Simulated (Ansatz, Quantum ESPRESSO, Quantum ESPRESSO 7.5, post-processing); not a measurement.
**Ballistic transmission: Cu chain with one atom pushed 0.5 Å aside at constant bond length**

Aim: the zero-bias transmission with pwcond for this junction: Cu chain with one atom pushed 0.5 Å aside at constant bond length.

Main program and level: Quantum ESPRESSO 7.5; plane-wave DFT, PBE, GBRV ultrasoft pseudopotentials (cross-check by Ansatz 0.2.0 with PAW datasets).

Report form: the programs' logs are mostly left out.

### 1. The starting structure

The cell holds 11 atoms: 11 Cu. Cell: a = 7.500 Å, b = 7.500 Å, c = 25.190 Å, α = 90.0°, β = 90.0°, γ = 90.0°. Regions: left lead, 5 atoms (5 Cu); channel, 1 atom (1 Cu); right lead, 5 atoms (5 Cu). Vacuum lies along a and b. The structure is stacked along c, and the current runs across the ab planes.

### 2. Self-consistent run

One periodic cell holds a stretch of lead, the junction and more lead; the atoms stay as built.

scf.in reads:

```
&control
  prefix = 'scf'
  outdir = './out'
  pseudo_dir = './pseudo'
  calculation = 'scf'
  tprnfor = .true.
/
&system
  ibrav = 0
  nat = 11
  ntyp = 1
  ecutwfc = 34
  ecutrho = 170
  occupations = 'smearing'
  smearing = 'mv'
  degauss = 0.01
/
&electrons
  conv_thr = 1e-07
  mixing_beta = 0.25
  electron_maxstep = 120
  mixing_mode = 'local-TF'
/
ATOMIC_SPECIES
  Cu  63.5460  cu_pbe_v1.2.uspp.F.UPF
CELL_PARAMETERS angstrom
  7.50000000000000 0.00000000000000 0.00000000000000
  0.00000000000000 7.50000000000000 0.00000000000000
  0.00000000000000 0.00000000000000 25.18998886412873
ATOMIC_POSITIONS crystal
  Cu  0.500000000000 0.500000000000 0.000000000000
  Cu  0.500000000000 0.500000000000 0.091306114203
  Cu  0.500000000000 0.500000000000 0.182612228406
  Cu  0.500000000000 0.500000000000 0.273918342609
  Cu  0.500000000000 0.500000000000 0.365224456812
  Cu  0.566666667000 0.500000000000 0.454346942899
  Cu  0.500000000000 0.500000000000 0.543469428985
  Cu  0.500000000000 0.500000000000 0.634775543188
  Cu  0.500000000000 0.500000000000 0.726081657391
  Cu  0.500000000000 0.500000000000 0.817387771594
  Cu  0.500000000000 0.500000000000 0.908693885797
K_POINTS automatic
  1 1 3 0 0 0
```

Launch:

```sh
> OMP_NUM_THREADS=1 mpirun -n 4 pw.x -nk 1 -in scf.in > scf.out
```

It took 2.2 min on 4 MPI ranks of Arm Neoverse V2, shared host; peak memory 1.7 GiB.

Read from the output:

```
free energy  : -60407.8039 eV
Fermi energy : -3.314 eV
```

The program's own clock; routines nest. Time by routine:

| routine | wall time (s) | calls |
| --- | --- | --- |
| PWSCF | 129.4 | 1 |
| electrons | 125.9 | 1 |
| c_bands | 92.44 | 22 |
| cegterg | 91.2 | 44 |
| h_psi | 51.42 | 200 |
| fftw | 42.7 | 31842 |
| vloc_psi | 37.48 | 200 |
| sum_band | 17.65 | 22 |
| calbec | 10.09 | 252 |
| mix_rho | 8.28 | 22 |
| h_psi:calbec | 6.76 | 200 |
| add_vuspsi | 6.68 | 200 |
| s_psi | 6.66 | 200 |
| newd | 6.49 | 23 |

The run needed 22 iterations to bring the estimated error under 1e-07 Ry; the largest force on any atom, held or free, is 0.31 eV/Å.

### 3. The open system

prefixt takes both regions from one run: the lead from 0 to bdl, the scattering region from bdl to bds (units of alat). ikind = 1 puts the same lead on both sides. The program's T_tot counts both spins in a run without spin; the tables below give T per spin.

cond.in reads:

```
&inputcond
  outdir = './out'
  prefixt = 'scf'
  tran_file = 'cond.dat'
  bdl = 0.6133333333
  bds = 3.3586651813
  ikind = 1
  ewind = 4.0
  epsproj = 1e-05
  nz1 = 7
  energy0 = 2.0
  denergy = -0.1
/
1
  0.00000000 0.00000000 1.00000000
41
```

Launch:

```sh
> OMP_NUM_THREADS=1 mpirun -n 4 pwcond.x -in cond.in > cond.out
```

Elapsed: 2.8 min, on 4 MPI ranks; peak memory 0.46 GiB; 11 min of CPU time.

This step gave:

```
lead channels at the Fermi level, one spin : 1
transmission at the Fermi level, one spin  : 0.9955
conductance                                : 0.9955 G₀
```

Per spin. Open channels against energy, zero at the Fermi level:

| energy (eV) | open channels |
| --- | --- |
| -2.00 | 1 |
| -1.90 | 1 |
| -1.80 | 1 |
| -1.70 | 1 |
| -1.60 | 3 |
| -1.50 | 3 |
| -1.40 | 3 |
| -1.20 | 3 |
| -1.10 | 3 |
| -1.00 | 4 |
| -0.90 | 4 |
| -0.80 | 6 |
| -0.70 | 6 |
| -0.60 | 6 |
| -0.50 | 6 |
| -0.40 | 4 |
| -0.30 | 4 |
| -0.20 | 4 |
| -0.10 | 3 |
| 0.00 | 1 |
| 0.10 | 1 |
| 0.20 | 1 |
| 0.30 | 1 |
| 0.40 | 1 |
| 0.50 | 1 |
| 0.60 | 1 |
| 0.70 | 1 |
| 0.80 | 1 |
| 0.90 | 1 |
| 1.00 | 1 |
| 1.10 | 1 |
| 1.20 | 1 |
| 1.40 | 1 |
| 1.50 | 1 |
| 1.60 | 1 |
| 1.70 | 1 |
| 1.80 | 1 |
| 1.90 | 1 |
| 2.00 | 1 |

Per spin. The transmission by energy, zero at the Fermi level:

| energy (eV) | transmission |
| --- | --- |
| -2.00 | 0.995 |
| -1.90 | 0.993 |
| -1.80 | 0.991 |
| -1.70 | 0.993 |
| -1.60 | 2.17 |
| -1.50 | 2.55 |
| -1.40 | 2.73 |
| -1.20 | 2.95 |
| -1.10 | 2.94 |
| -1.00 | 3.60 |
| -0.90 | 3.95 |
| -0.80 | 5.35 |
| -0.70 | 5.60 |
| -0.60 | 5.16 |
| -0.50 | 5.03 |
| -0.40 | 3.63 |
| -0.30 | 3.76 |
| -0.20 | 3.77 |
| -0.10 | 2.03 |
| 0.00 | 0.996 |
| 0.10 | 0.996 |
| 0.20 | 0.996 |
| 0.30 | 0.995 |
| 0.40 | 0.995 |
| 0.50 | 0.995 |
| 0.60 | 0.995 |
| 0.70 | 0.994 |
| 0.80 | 0.994 |
| 0.90 | 0.994 |
| 1.00 | 0.994 |
| 1.10 | 0.994 |
| 1.20 | 0.993 |
| 1.40 | 0.993 |
| 1.50 | 0.992 |
| 1.60 | 0.992 |
| 1.70 | 0.991 |
| 1.80 | 0.991 |
| 1.90 | 0.990 |
| 2.00 | 0.989 |

The program's own clock; routines nest. Time by routine:

| routine | wall time (s) | calls |
| --- | --- | --- |
| PWCOND | 170.4 | 1 |
| scatter_forw | 134.3 | 82 |
| compbs | 23.74 | 41 |
| compbs_2 | 19.49 | 41 |
| local | 7.62 | 1 |
| init | 0.68 | 1 |
| poten | 0.07 | 1 |

At no point does T exceed the number of channels.

### 4. The open system, with ewind = 1.0

How much does a setting matter? One run is repeated with a change.

cond.w.in is the input of step 3 with these lines changed:

```diff
@@ -3,3 +3,3 @@
   prefixt = 'scf'
-  tran_file = 'cond.dat'
+  tran_file = 'cond.w.dat'
   bdl = 0.6133333333
@@ -7,3 +7,3 @@
   ikind = 1
-  ewind = 4.0
+  ewind = 1.0
   epsproj = 1e-05
```

Launch:

```sh
> OMP_NUM_THREADS=1 mpirun -n 4 pwcond.x -in cond.w.in > cond.w.out
```

Elapsed: 53 s, on 4 MPI ranks; peak memory 0.39 GiB; 3.5 min of CPU time.

The changed values were drawn from a wide range, not chosen for quality; the comparison shows what they did here together.

Beside the run it was changed from:

| quantity | this run | unchanged run | difference |
| --- | --- | --- | --- |
| transmission at the Fermi level, one spin | 0.9955 | 0.9955 | -1.1e-5 |
| lead channels at the Fermi level, one spin | 1 | 1 | 0 |
| wall time (s) | 53 | 171 |  |

Over all energies T moves by up to 1.3, at -0.1 eV, where the two runs count unlike lead channels.

The physical values in this table stay within 0.05 %.

### 5. Cross-check with Ansatz

As a check, the same structure is run in Ansatz.

Level of this step: plane-wave DFT, PBE, Ansatz PAW (Ansatz 0.2.0).

input.yaml reads:

```yaml
crystal:
  lattice:
    - [7.5, 0.0, 0.0]
    - [0.0, 7.5, 0.0]
    - [0.0, 0.0, 25.1899888641]
  atoms:
    - { symbol: Cu, position: [0.5, 0.5, 0.0] }
    - { symbol: Cu, position: [0.5, 0.5, 0.0913061142] }
    - { symbol: Cu, position: [0.5, 0.5, 0.1826122284] }
    - { symbol: Cu, position: [0.5, 0.5, 0.2739183426] }
    - { symbol: Cu, position: [0.5, 0.5, 0.3652244568] }
    - { symbol: Cu, position: [0.566666667, 0.5, 0.4543469429] }
    - { symbol: Cu, position: [0.5, 0.5, 0.543469429] }
    - { symbol: Cu, position: [0.5, 0.5, 0.6347755432] }
    - { symbol: Cu, position: [0.5, 0.5, 0.7260816574] }
    - { symbol: Cu, position: [0.5, 0.5, 0.8173877716] }
    - { symbol: Cu, position: [0.5, 0.5, 0.9086938858] }
kpoints:
  mp_grid: { grid: [1, 1, 4] }
hamiltonian:
  xc: pbe
scf:
  occupations: { method: fermi_dirac, width: 0.1 }
  convergence: { dr2_threshold: 1.0e-08 }
output:
  transmission:
    leads: [[0, 1]]
    e_range: [-2.0, 2.0]
    de: 0.05
    kmesh: [1, 1]
    reduced_basis: true
  write_potential: true
  write_density: true
  volumetric_format: npy
  elf: true
```

Launch:

```sh
> ansatz run input.yaml --threads 4 --pin off --max-ram 8192MiB --backend cpu --events-out ev --progress --plain --runs-dir out
```

Wall time 56 s (4 threads); peak memory 2.2 GiB.

This step gave:

- free energy: -72855.3694 eV
- energy at zero smearing: -72855.1247 eV
- smearing term TS: 0.4894 eV
- Fermi energy: -3.213 eV
- symmetry operations: 4
- transmission at the Fermi level, one spin: 0.9971
- step of the lead's Hamiltonian over a period: 2 meV

Per spin. Transmission against energy, zero at the Fermi level:

energy (eV), transmission and a bar from the least value:
```
   -2.000       0.99 
   -1.800       1.85 #####
   -1.600       2.70 ###########
   -1.400       2.93 ############
   -1.200       2.94 ############
   -1.000       3.96 ##################
   -0.800       5.85 ##############################
   -0.600       4.19 ####################
   -0.400       3.78 #################
   -0.200       1.89 ######
    0.000       1.00 
    0.200       1.00 
    0.400       1.00 
    0.600       1.00 
    0.800       0.99 
    1.000       0.99 
    1.200       0.99 
    1.400       0.99 
    1.600       0.99 
    1.800       0.99 
    2.000       0.99
```

Per spin. The open channels by energy, zero at the Fermi level:

| energy (eV) | open channels |
| --- | --- |
| -2.00 | 1 |
| -1.90 | 1 |
| -1.80 | 3 |
| -1.70 | 3 |
| -1.55 | 3 |
| -1.45 | 3 |
| -1.35 | 3 |
| -1.25 | 3 |
| -1.15 | 4 |
| -1.05 | 4 |
| -0.90 | 6 |
| -0.80 | 6 |
| -0.70 | 6 |
| -0.60 | 6 |
| -0.50 | 4 |
| -0.40 | 4 |
| -0.25 | 4 |
| -0.15 | 1 |
| -0.05 | 1 |
| 0.00 | 1 |
| 0.05 | 1 |
| 0.15 | 1 |
| 0.25 | 1 |
| 0.40 | 1 |
| 0.50 | 1 |
| 0.60 | 1 |
| 0.70 | 1 |
| 0.80 | 1 |
| 0.90 | 1 |
| 1.05 | 1 |
| 1.15 | 1 |
| 1.25 | 1 |
| 1.35 | 1 |
| 1.45 | 1 |
| 1.55 | 1 |
| 1.70 | 1 |
| 1.80 | 1 |
| 1.90 | 1 |
| 2.00 | 1 |

Valence density in the ca plane at fractional y = 0.500, with atoms of Cu within 0.2 Å of it. It is the smooth field of the valence electrons, not physical close to the nuclei.

Values in e/Å³, 11 rows by 16 columns, each cell a mean:
```
 0  0  0  0  0  0  0  0  0  0  0  0  0  0  0  0
 0  0  0  0  0  0  0  0  0  0  0  0  0  0  0  0
 0  0  0  0  0  0  0  0  0  0  0  0  0  0  0  0
 0  0  2  0  0  0  0  0  0  0  0  0  0  0  0  0
 6  1 27  1  6  1  3  4  1  6  0  6  1  5  2  2
25  1  6  1 24  4 14 15  4 25  1 27  2 22  7 10
 2  0  0  0  2  1  1  1  1  2  0  2  0  2  1  1
 0  0  0  0  0  0  0  0  0  0  0  0  0  0  0  0
 0  0  0  0  0  0  0  0  0  0  0  0  0  0  0  0
 0  0  0  0  0  0  0  0  0  0  0  0  0  0  0  0
 0  0  0  0  0  0  0  0  0  0  0  0  0  0  0  0
```
Columns run along c (16.0 Å, from fractional 0.36 to 1.00 of the cell), rows up along a (7.5 Å). Atoms in or near the plane, at fractional coordinates: Cu at (0.37, 0.50), Cu at (0.45, 0.57), Cu at (0.54, 0.50), Cu at (0.63, 0.50), Cu at (0.73, 0.50), Cu at (0.82, 0.50), Cu at (0.91, 0.50).

Electrostatic potential energy in the ca plane at fractional y = 0.500, with atoms of Cu within 0.2 Å of it. With pseudopotentials it is smooth inside the atoms' cores, unlike the true potential.

Ten even steps from '0' (-54 eV) to '9' (2 eV), each cell a mean:
```
99999999999999999999999999999999999999999999
99999999999999999999999999999999999999999999
99999999999999999999999999999999999999999999
99999999999999999999999999999999999999999999
99999999999999999999999999999999999999999999
99999988999999999999999999999999999999999999
99998644799999999999999999999999999999999999
66897200389866899876799876789976789986689987
11586100278411488510378620268731158841148851
00277300487200177300058400048600037720017730
00388756887200278400168500058610048720027840
34799999998643689743589853589863479864368974
88999999999988999988899988899998899998899998
99999999999999999999999999999999999999999999
99999999999999999999999999999999999999999999
99999999999999999999999999999999999999999999
99999999999999999999999999999999999999999999
99999999999999999999999999999999999999999999
99999999999999999999999999999999999999999999
99999999999999999999999999999999999999999999
```
Columns run along c (16.0 Å, from fractional 0.36 to 1.00 of the cell; values clipped at the 3rd and 97th percentile), rows up along a (7.5 Å). Atoms in or near the plane, at fractional coordinates: Cu at (0.37, 0.50), Cu at (0.45, 0.57), Cu at (0.54, 0.50), Cu at (0.63, 0.50), Cu at (0.73, 0.50), Cu at (0.82, 0.50), Cu at (0.91, 0.50).

Ansatz finds T = 0.997 against pwcond's 0.996.

### 6. All levels side by side

All levels:

| step | T at the Fermi level (per spin) | conductance (G0) | r.m.s. T(E) from the first | CPU time of the step (s) | peak memory (GiB) |
| --- | --- | --- | --- | --- | --- |
| Ansatz | 0.9971 | - | 0 | 206.2 | 2.158 |
| pwcond | 0.9955 | 0.9955 | 0.6127 | 683.5 | 0.46 |
| pwcond, changed setting | 0.9955 | 0.9955 | 0.7366 | 210.6 | 0.39 |

Per spin. Table of transmission by energy, zero at the Fermi level:

| energy (eV) | Ansatz | pwcond | pwcond, changed setting |
| --- | --- | --- | --- |
| -2.00 | 0.990 | 0.995 | 0.995 |
| -1.80 | 1.85 | 0.991 | 0.991 |
| -1.60 | 2.70 | 2.17 | 2.15 |
| -1.40 | 2.93 | 2.73 | 2.74 |
| -1.20 | 2.94 | 2.95 | 2.95 |
| -1.00 | 3.96 | 3.60 | 3.57 |
| -0.90 | 5.82 | 3.95 | 3.95 |
| -0.80 | 5.85 | 5.35 | 4.61 |
| -0.70 | 5.19 | 5.60 | 5.58 |
| -0.50 | 3.74 | 5.03 | 5.21 |
| -0.30 | 3.68 | 3.76 | 3.73 |
| -0.10 | 0.997 | 2.03 | 3.34 |
| 0.00 | 0.997 | 0.996 | 0.996 |
| 0.10 | 0.997 | 0.996 | 0.996 |
| 0.30 | 0.996 | 0.995 | 0.995 |
| 0.50 | 0.996 | 0.995 | 0.995 |
| 0.70 | 0.995 | 0.994 | 0.994 |
| 0.90 | 0.995 | 0.994 | 0.994 |
| 1.00 | 0.994 | 0.994 | 0.994 |
| 1.20 | 0.994 | 0.993 | 0.993 |
| 1.40 | 0.993 | 0.993 | 0.993 |
| 1.60 | 0.992 | 0.992 | 0.992 |
| 1.80 | 0.991 | 0.991 | 0.991 |
| 2.00 | 0.989 | 0.989 | 0.989 |

### 7. The arithmetic

G = 0.996 × 77.48 µS = 77.1 µS a cell, a resistance of 13.0 kΩ.

### 8. Results

```json
{"conductance from T at the Fermi level, a cell (G₀ = 2e²/h)": "0.996 G₀", "lead channels per spin": "1.00", "the same conductance by Ansatz": "0.997 G₀"}
```

What this shows: The junction conducts 0.996 G₀ a cell at the Fermi level (PBE, GBRV ultrasoft). At the Fermi level the junction passes 100 % of what the leads offer, nearly all. At the Fermi level pwcond and Ansatz differ by 0.15 %, a close match. Away from the Fermi level the two curves part, by 0.61 in r.m.s. Over -2 to 2 eV, T lies between 0.99 and 5.6 per spin. The geometry is as built, not relaxed, and the leads are short.

[Logs are printed without paths, hosts, clocks, repeated set-up lines and the standing remarks that a program may print on its own settings, such as how far it seeks lower states.]

[Hosts, paths, dates, database ids (printed as entryN), source tags and the programs' standing remarks are cut or masked in the printed files.]

[Maps of the electrostatic potential energy from Ansatz leave out the sawtooth potential of an applied field or a dipole correction, so their vacuum need not be flat; planar profiles and work functions include it.]
